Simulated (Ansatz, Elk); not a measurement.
# Bonding as seen by X-rays: BeCu4Bi

The structure of BeCu4Bi used here is made up (a known structure type with other elements) and was relaxed beforehand with PBE. The aim is the Fourier transform of its all-electron density, F(hkl), set beside the sum over free spherical atoms that refinements use.

Main program and level: Elk 11.2.3 (patched build); DFT, PBE, all-electron APW+lo, Dirac cores, scalar-relativistic bands, static density, no spin.

The structure was built from a prototype and need not be the compound's stable phase.

## (1) Set-up

It takes space group P-6m2 (No. 187, hexagonal). Conventional cell: a = 5.102 Å, b = 5.102 Å, c = 3.887 Å, α = 90.00°, β = 90.00°, γ = 120.00°. Nearest to Bi lie 15 Cu at 2.95 to 3.21 Å and 3 Be at 2.95 Å. Nearest to Cu lie 2 Be at 2.41 Å and 6 Cu at 2.47 to 2.63 Å and 4 Bi at 3.21 Å. Cu has 6 Cu at 2.47 Å and 3 Be at 2.95 Å and 3 Bi at 2.95 Å nearest. Nearest to Be lie 9 Cu at 2.41 to 2.95 Å and 3 Bi at 2.95 Å. Farther neighbours are not listed.

Structure file:

```cif
data_structure
_symmetry_space_group_name_H-M 'P 1'
_symmetry_Int_Tables_number 1
_cell_length_a 5.1022
_cell_length_b 5.1022
_cell_length_c 3.8871
_cell_angle_alpha 90.000
_cell_angle_beta 90.000
_cell_angle_gamma 120.000
_cell_volume 87.63
loop_
_atom_site_label
_atom_site_type_symbol
_atom_site_fract_x
_atom_site_fract_y
_atom_site_fract_z
_atom_site_occupancy
Bi1 Bi 0.00000 0.00000 0.00000 1
Cu2 Cu 0.49497 0.98994 0.50000 1
Cu3 Cu 0.49497 0.50503 0.50000 1
Cu4 Cu 0.01006 0.50503 0.50000 1
Cu5 Cu 0.66667 0.33333 0.00000 1
Be6 Be 0.33333 0.66667 0.00000 1
```

## (2) Ground state and structure factors

An all-electron density is needed, since X-rays see the cores too. Task 0 finds the density and task 195 Fourier-transforms it; tshift is off so that phases refer to the origin typed.

File elk.in:

```
tasks
  0
  195

xctype
  20

spinpol
  .false.

rgkmax
  7.0

gmaxvr
  14.0

lmaxo
  7

lmaxapw
  8

swidth
  0.002

tshift
  .false.

ramdisk
  .false.

hmaxvr
  5.5

maxscl
  120

epspot
  1e-06

sppath
  './'

avec
  9.64180094959 0.00000000000 0.00000000000
  -4.82090047479 8.35004456057 0.00000000000
  0.00000000000 0.00000000000 7.34547414106

atoms
  3
  'Bi.in'
  1
  0.0000000000 0.0000000000 0.0000000000   0.000000 0.000000 0.000000
  'Cu.in'
  4
  0.4949721162 0.9899442325 0.5000000000   0.000000 0.000000 0.000000
  0.4949721162 0.5050278838 0.5000000000   0.000000 0.000000 0.000000
  0.0100557675 0.5050278838 0.5000000000   0.000000 0.000000 0.000000
  0.6666666667 0.3333333333 0.0000000000   0.000000 0.000000 0.000000
  'Be.in'
  1
  0.3333333333 0.6666666667 0.0000000000   0.000000 0.000000 0.000000

ngridk
  5 5 6
```

On the command line:

```
> OMP_NUM_THREADS=4 elk
```

Numbers of over 12 decimals in the logs are rounded to 6 here.

The program printed:

```text
┌─────────────────────────┐
│ Elk code version 11.2.3 │
└─────────────────────────┘

All units are atomic (Hartree, Bohr, etc.)

┌─────────────────────────────────────────────────┐
│ Ground-state run starting from atomic densities │
└─────────────────────────────────────────────────┘

Lattice vectors :
   9.641800950       0.000000000       0.000000000
  -4.820900475       8.350044561       0.000000000
   0.000000000       0.000000000       7.345474141

Reciprocal lattice vectors :
  0.6516609646      0.3762366333      -0.000000000
   0.000000000      0.7524732667       0.000000000
   0.000000000      -0.000000000      0.8553818564

Unit cell volume      :    591.3802122
Brillouin zone volume :   0.4194428700

Muffin-tin inner radius fraction :   0.1000000000E-01

Nuclei treated as point charges

Species : 1 (Bi)
 parameters loaded from : Bi.in
 name : bismuth
 nuclear charge    :   -83.00000000
 electronic charge :    83.00000000
 atomic mass :    380947.9285
 muffin-tin radius :    2.800000000
 number of radial points in muffin-tin :   1393
 inner part over the whole radius :   0.9976520004E-02
 number on inner part of muffin-tin    :   1001
 approximate nuclear radius :   0.1052171418E-03
 number of mesh points to nuclear radius :    526
 atomic positions (lattice), magnetic fields (Cartesian) :
  1 :   0.00000000  0.00000000  0.00000000    0.00000000  0.00000000  0.00000000

Species : 2 (Cu)
 parameters loaded from : Cu.in
 name : copper
 nuclear charge    :   -29.00000000
 electronic charge :    29.00000000
 atomic mass :    115837.2717
 muffin-tin radius :    2.304725780
 number of radial points in muffin-tin :    993
 inner part over the whole radius :   0.9855132086E-02
 number on inner part of muffin-tin    :    700
 approximate nuclear radius :   0.7406004541E-04
 number of mesh points to nuclear radius :    337
 atomic positions (lattice), magnetic fields (Cartesian) :
  1 :   0.49497212  0.98994423  0.50000000    0.00000000  0.00000000  0.00000000
  2 :   0.49497212  0.50502788  0.50000000    0.00000000  0.00000000  0.00000000
  3 :   0.01005577  0.50502788  0.50000000    0.00000000  0.00000000  0.00000000
  4 :   0.66666667  0.33333333  0.00000000    0.00000000  0.00000000  0.00000000

Species : 3 (Be)
 parameters loaded from : Be.in
 name : beryllium
 nuclear charge    :   -4.000000000
 electronic charge :    4.000000000
 atomic mass :    16428.20280
 muffin-tin radius :    1.800000000
 number of radial points in muffin-tin :    593
 inner part over the whole radius :   0.9826427374E-02
 number on inner part of muffin-tin    :    403
 approximate nuclear radius :   0.4290726161E-04
 number of mesh points to nuclear radius :    156
 atomic positions (lattice), magnetic fields (Cartesian) :
  1 :   0.33333333  0.66666667  0.00000000    0.00000000  0.00000000  0.00000000

Total number of atoms per unit cell :    6
Total muffin-tin volume :    321.5005782
 ratio of muffin-tin to unit cell volume :   0.5436444636

Spin treatment :
 spin-unpolarised

Number of Bravais lattice symmetries :   24
Number of crystal symmetries         :   12
Crystal has no inversion symmetry
Complex Hermitian eigensolver will be used

k-point grid :      5     5     6
k-point offset :    0.000000000       0.000000000       0.000000000
k-point set is reduced with full crystal symmetry group
Total number of k-points :       28

Muffin-tin radius times maximum |G+k| :    7.000000000
 using average radius
Maximum |G+k| for APW functions       :    3.039315033
Maximum (1/2)|G+k|²                   :    4.618717936
Maximum |G| for potential and density :    14.00000000
Constant for pseudocharge density :   10
 order of it for each species :   17  17  17
 order of it for pair densities of each species (exact exchange by exxq0 0: 18) :   14  10   4
Radial integration step length :    1

G-vector grid sizes :     45    45    35
Number of G-vectors :    27357

Maximum angular momentum used for
 APW functions            :    8
 outer part of muffin-tin :    7
[...]
total energy                :     -28217.278848916

Density of states at Fermi energy :    51.22242230
 (states/Hartree/unit cell)

Estimated indirect band gap :   0.6816457908E-02
 from k-point 13 to k-point 23
Estimated direct band gap   :   0.1002162454E-01
 at k-point 13

Charges :
 core                        :    118.0000000
 valence                     :    85.00000000
 interstitial                :    8.223890718
 muffin-tins (core leakage)
  species : 1 (Bi)
[...]
species : 2 (Cu)
[...]
species : 3 (Be)
[...]
total in muffin-tins        :    194.7761093
 total calculated charge     :    202.9966923
 total charge                :    203.0000000
 error                       :   0.3307676308E-02

RMS change in Kohn-Sham potential (target) :    2.529708555     (  0.1000000000E-05)
Absolute change in total energy (target)   :    1.011989597     (  0.1000000000E-03)

[... loops 3 to 19 left out ...]

┌──────────────────┐
│ Loop number : 20 │
└──────────────────┘

Energies :
 Fermi                       :     0.254202
 sum of occupied eigenvalues :     -17169.953556846
 electron kinetic            :      31994.429260356
 core electron kinetic       :      31106.353380123
 Coulomb                     :     -59538.674500107
 Coulomb potential           :     -48287.182254120
 nuclear-nuclear             :     -2695.2998832619
 electron-nuclear            :     -65462.541268748
 Hartree                     :      8619.1666519028
 Madelung                    :     -35395.083373047
 xc potential                :     -877.20056308109
 exchange                    :     -661.29950971043
 correlation                 :     -10.856506185087
 electron entropic           :    -0.60463129084581E-03
 total energy                :     -28216.401860278

Density of states at Fermi energy :    46.00520892
 (states/Hartree/unit cell)

Estimated indirect band gap :   0.4881511593E-02
 from k-point 26 to k-point 14
Estimated direct band gap   :   0.1875238533E-01
 at k-point 13

Charges :
 core                        :    118.0000000
 valence                     :    85.00000000
 interstitial                :    6.888422734
 muffin-tins (core leakage)
  species : 1 (Bi)
[...]
species : 2 (Cu)
[...]
species : 3 (Be)
[...]
total in muffin-tins        :    196.1115773
 total calculated charge     :    202.9968753
 total charge                :    203.0000000
 error                       :   0.3124678174E-02

RMS change in Kohn-Sham potential (target) :   0.9279544954E-06 (  0.1000000000E-05)
Absolute change in total energy (target)   :   0.1050571154E-04 (  0.1000000000E-03)

Convergence targets achieved

┌──────────────────┐
│ Loop number : 21 │
└──────────────────┘

Energies :
 Fermi                       :     0.254202
 sum of occupied eigenvalues :     -17169.953551867
 electron kinetic            :      31994.429229646
 core electron kinetic       :      31106.353378111
 Coulomb                     :     -59538.674467401
 Coulomb potential           :     -48287.182264727
 nuclear-nuclear             :     -2695.2998832619
 electron-nuclear            :     -65462.541192904
 Hartree                     :      8619.1666087653
 Madelung                    :     -35395.083335037
 xc potential                :     -877.20051678596
 exchange                    :     -661.29950696544
 correlation                 :     -10.856506169575
 electron entropic           :    -0.60463155542051E-03
 total energy                :     -28216.401855521

Density of states at Fermi energy :    46.00522963
 (states/Hartree/unit cell)

Estimated indirect band gap :   0.4881514986E-02
 from k-point 23 to k-point 14
Estimated direct band gap   :   0.1875236768E-01
 at k-point 13

Charges :
 core                        :    118.0000000
 valence                     :    85.00000000
 interstitial                :    6.888423562
 muffin-tins (core leakage)
  species : 1 (Bi)
[...]
species : 2 (Cu)
[...]
atom 3                    :    28.05412021     (  0.2676474879E-03)
   atom 4                    :    28.08156909     (  0.2697586233E-03)
  species : 3 (Be)
   atom 1                    :    2.696039997     (  0.1114252367E-02)
 total in muffin-tins        :    196.1115764
 total calculated charge     :    202.9968753
 total charge                :    203.0000000
 error                       :   0.3124678275E-02

┌──────────────────────────────┐
│ Self-consistent loop stopped │
└──────────────────────────────┘

Warning : core states of species 1 leak from the muffin-tin :   0.6718323742E-03

Warning : core states of species 2 leak from the muffin-tin :   0.2697586233E-03

Warning : core states of species 3 leak from the muffin-tin :   0.1114252367E-02

Wrote STATE.OUT
```

It took 51 s on 4 threads of Arm Neoverse V2, shared host; peak memory 0.23 GiB.

SFACRHO.OUT:

```text

h k l indices transformed by vhmat matrix:
   1.000000000       0.000000000       0.000000000    
   0.000000000       1.000000000       0.000000000    
   0.000000000       0.000000000       1.000000000    

      h      k      l  multipl.   |H|            Re(F)            Im(F)           |F|

      0      0      0      1   0.0000000       203.00000     -0.86285294E-17   203.00000    
     -1      0      0      3  0.75247327       35.849428       17.042394       39.694139    
      0     -1      0      3  0.75247327       35.849428      -17.042394       39.694139    
      0      0      1      2  0.85538186       26.809778      0.89649115E-14   26.809778    
      0      1      1      6   1.1392516       83.568291       22.156314       86.455546    
      0     -1      1      6   1.1392516       83.568291      -22.156314       86.455546    
     -2      1      0      6   1.3033219       72.901706     -0.27514995E-07   72.901706    
      0     -2      0      3   1.5049465       122.28105       17.543523       123.53312    
     -2      0      0      3   1.5049465       122.28105      -17.543523       123.53312    
     -2      1     -1     12   1.5589503       112.88775      0.93309024E-09   112.88775    
      0      0     -2      2   1.7107637       151.66370      0.15716088E-13   151.66370    
     -2      0     -1      6   1.7310523      -8.6569347      -16.626349       18.745080    
      2      0      1      6   1.7310523      -8.6569347       16.626349       18.745080    
      1      0     -2      6   1.8689378       32.615915      -13.545492       35.316827    
     -1      0     -2      6   1.8689378       32.615915       13.545492       35.316827    
     -1     -2      0      6   1.9908571       32.264885      -20.470655       38.210869    
      2     -3      0      6   1.9908571       32.264885       20.470655       38.210869    
     -2      1     -2     12   2.1506651       62.520372     -0.22631151E-07   62.520372
```

Elk indexes on the primitive cell of elk.in and gives |H| = 4π sin θ/λ in inverse bohr. Below, one row stands for each form hkl of the conventional cell (m members, Friedel mates merged), F is for one primitive cell and the density is static (no thermal factor). Free-atom factors are Waasmaier and Kirfel's, and R is Σm||F|−|F'||/Σm|F|.

```csv
hkl,m,sin θ/λ (Å⁻¹),"abs F, DFT",neutral atoms,diff.,abs of complex diff.
100,6,0.113,39.694,39.858,-0.164,0.198
001,2,0.129,26.810,26.600,+0.210,0.210
101,12,0.171,86.456,86.718,-0.262,0.344
110,6,0.196,72.902,72.832,+0.070,0.070
200,6,0.226,123.533,124.560,-1.026,1.044
111,12,0.234,112.888,113.656,-0.768,0.768
002,2,0.257,151.664,153.163,-1.499,1.499
201,12,0.260,18.745,19.571,-0.826,1.224
102,12,0.281,35.317,34.903,+0.414,0.540
210,12,0.299,38.211,38.044,+0.166,0.495
112,12,0.323,62.520,62.547,-0.026,0.026
211,24,0.326,69.758,69.873,-0.114,0.164
300,6,0.340,61.510,61.451,+0.059,0.100
202,12,0.343,104.918,105.305,-0.387,0.392
```

## (3) The highest occupied states alone

An energy window below the Fermi level keeps the highest occupied states, to see at which angles they scatter; shallow core shells can lie inside it and anion s states outside. No new self-consistency is needed.

elk.in, as its differences from that of step 2:

```diff
@@ -1,3 +1,2 @@
 tasks
-  0
   195
@@ -40,2 +39,5 @@
 
+wsfac
+  -0.297040 0.554200
+
 sppath
```

On the command line:

```
> OMP_NUM_THREADS=4 elk
```

The program printed:

```text
┌─────────────────────────────────┐
│ Elk code version 11.2.3 started │
└─────────────────────────────────┘

Info(readinput): the functional depends on the density's gradient
 muffin-tin radial points multiplied by    2.00000
 (not where nrmtscf is given)

┌────────────────────┐
│ Current task : 195 │
└────────────────────┘
Info(checkmt): changed muffin-tin radius of species 2 (Cu) from   2.4000 to   2.3047

Info(sfacrho): density structure factors written to SFACRHO.OUT

 Energy window :  -0.2970400000      0.5542000000

┌──────────────────┐
│ Elk code stopped │
└──────────────────┘
```

The job ended after 11 s (4 threads; peak memory 0.16 GiB; 15 s of CPU time).

States within 15 eV below the Fermi level hold 51.00 electrons; any levels below the window count with the cores. Their amplitudes can exceed the total, where window and core parts have opposite phase:

```csv
hkl,sin θ/λ (Å⁻¹),"abs F, window","abs F, all"
100,0.113,13.320,39.694
001,0.129,14.724,26.810
101,0.171,8.279,86.456
110,0.196,0.790,72.902
200,0.226,15.988,123.533
111,0.234,11.840,112.888
002,0.257,21.579,151.664
201,0.260,19.410,18.745
102,0.281,8.447,35.317
210,0.299,8.836,38.211
```

## (4) Another functional

The difference from free atoms is small, so it is set against the change that LDA (Perdew-Wang) makes.

elk.in, as its differences from that of step 3:

```diff
@@ -1,2 +1,3 @@
 tasks
+  0
   195
@@ -4,3 +5,3 @@
 xctype
-  20
+  3
 
@@ -39,5 +40,2 @@
 
-wsfac
-  -0.297040 0.554200
-
 sppath
```

On the command line:

```
> OMP_NUM_THREADS=4 elk
```

The program printed:

```text
┌─────────────────────────┐
│ Elk code version 11.2.3 │
└─────────────────────────┘

All units are atomic (Hartree, Bohr, etc.)

┌─────────────────────────────────────────────────┐
│ Ground-state run starting from atomic densities │
└─────────────────────────────────────────────────┘

Lattice vectors :
   9.641800950       0.000000000       0.000000000
  -4.820900475       8.350044561       0.000000000
   0.000000000       0.000000000       7.345474141

Reciprocal lattice vectors :
  0.6516609646      0.3762366333      -0.000000000
[...]
species : 3 (Be)
   atom 1                    :    2.690295008     (  0.1208916918E-02)
 total in muffin-tins        :    196.1843935
 total calculated charge     :    202.9967187
 total charge                :    203.0000000
 error                       :   0.3281324473E-02

┌──────────────────────────────┐
│ Self-consistent loop stopped │
└──────────────────────────────┘

Warning : core states of species 1 leak from the muffin-tin :   0.6747392890E-03

Warning : core states of species 2 leak from the muffin-tin :   0.2798353386E-03

Warning : core states of species 3 leak from the muffin-tin :   0.1208916918E-02

Wrote STATE.OUT
[key lines of the parts left out:]
total energy                :     -28194.520874057
```

It took 32 s on 4 threads; peak memory 0.16 GiB.

Against the first run R = 0.02 %; the largest change is -0.072 at 220.

## (5) Basis size

A smaller basis shows how fast F responds to it; the change is likely larger than the basis error of the first run, but doesn't show convergence.

elk.in, as its differences from that of step 4:

```diff
@@ -5,3 +5,3 @@
 xctype
-  3
+  20
 
@@ -11,3 +11,3 @@
 rgkmax
-  7.0
+  5.5
```

On the command line:

```
> OMP_NUM_THREADS=4 elk
```

The program printed:

```text
┌─────────────────────────┐
│ Elk code version 11.2.3 │
└─────────────────────────┘

All units are atomic (Hartree, Bohr, etc.)

┌─────────────────────────────────────────────────┐
│ Ground-state run starting from atomic densities │
└─────────────────────────────────────────────────┘

Lattice vectors :
   9.641800950       0.000000000       0.000000000
  -4.820900475       8.350044561       0.000000000
   0.000000000       0.000000000       7.345474141

Reciprocal lattice vectors :
  0.6516609646      0.3762366333      -0.000000000
[...]
species : 3 (Be)
   atom 1                    :    2.685593234     (  0.1110855698E-02)
 total in muffin-tins        :    195.9077376
 total calculated charge     :    202.9971572
 total charge                :    203.0000000
 error                       :   0.2842828125E-02

┌──────────────────────────────┐
│ Self-consistent loop stopped │
└──────────────────────────────┘

Warning : core states of species 1 leak from the muffin-tin :   0.6724510190E-03

Warning : core states of species 2 leak from the muffin-tin :   0.2699461379E-03

Warning : core states of species 3 leak from the muffin-tin :   0.1110855698E-02

Wrote STATE.OUT
[key lines of the parts left out:]
total energy                :     -28216.199702395
```

It took 41 s on 4 threads; peak memory 0.22 GiB.

Against the first run R = 0.02 %; the largest change is +0.103 at 220.

## (6) Settings against the effect

```csv
run,R against the first run (%),"R against neutral atoms, low angle (%)",wall time
"PBE, rgkmax 7",0.00,0.76,51 s
LDA (Perdew-Wang),0.02,0.77,32 s
rgkmax 5.5,0.02,0.78,41 s
```

## (7) Results

```json
{
  "R against neutral atoms, sin θ/λ < 0.3 Å⁻¹": "0.76 %",
  "R against neutral atoms, 0.3 to 0.83 Å⁻¹": "0.15 %"
}
```

What this shows: Independent neutral atoms miss the calculated amplitudes by R = 0.76 % below 0.3 Å⁻¹ and 0.15 % from there to 0.83 Å⁻¹; by shells, 0.48 % below 0.15 Å⁻¹ (2 forms), 0.78 % 0.15 to 0.3 (8 forms), 0.15 % 0.3 to 0.45 (15 forms), 0.15 % above 0.45 (88 forms). Bonding, aspherical density and the tables' own atoms all enter these figures, and the runs don't part them. The largest change of an amplitude is -1.50 electrons, at 002. R counts amplitudes alone; phases shift too. The window's part falls from 51.0 electrons at the origin to at most 9.46 between 0.45 and 0.83 Å⁻¹, where compact states inside the window still scatter. Below 0.3 Å⁻¹ the changes that finished (LDA (Perdew-Wang) and rgkmax 5.5) move F by R = 0.02 % at most, against the 0.76 % that separates it from free atoms. The k-mesh has no finished test. These runs have no spin, though d or f shells may be open. Spin-orbit coupling is left out, which can matter for elements this heavy. Part of the difference isn't bonding: the tables are fits to free atoms and ions calculated by other methods than this functional. Thermal motion, anomalous dispersion and extinction are left out.

[Logs are printed without paths, hosts, clocks, repeated set-up lines and the standing remarks that a program may print on its own settings, such as how far it seeks lower states.]

[Hosts, paths, dates, database ids (printed as entryN), source tags and the programs' standing remarks are cut or masked in the printed files.]
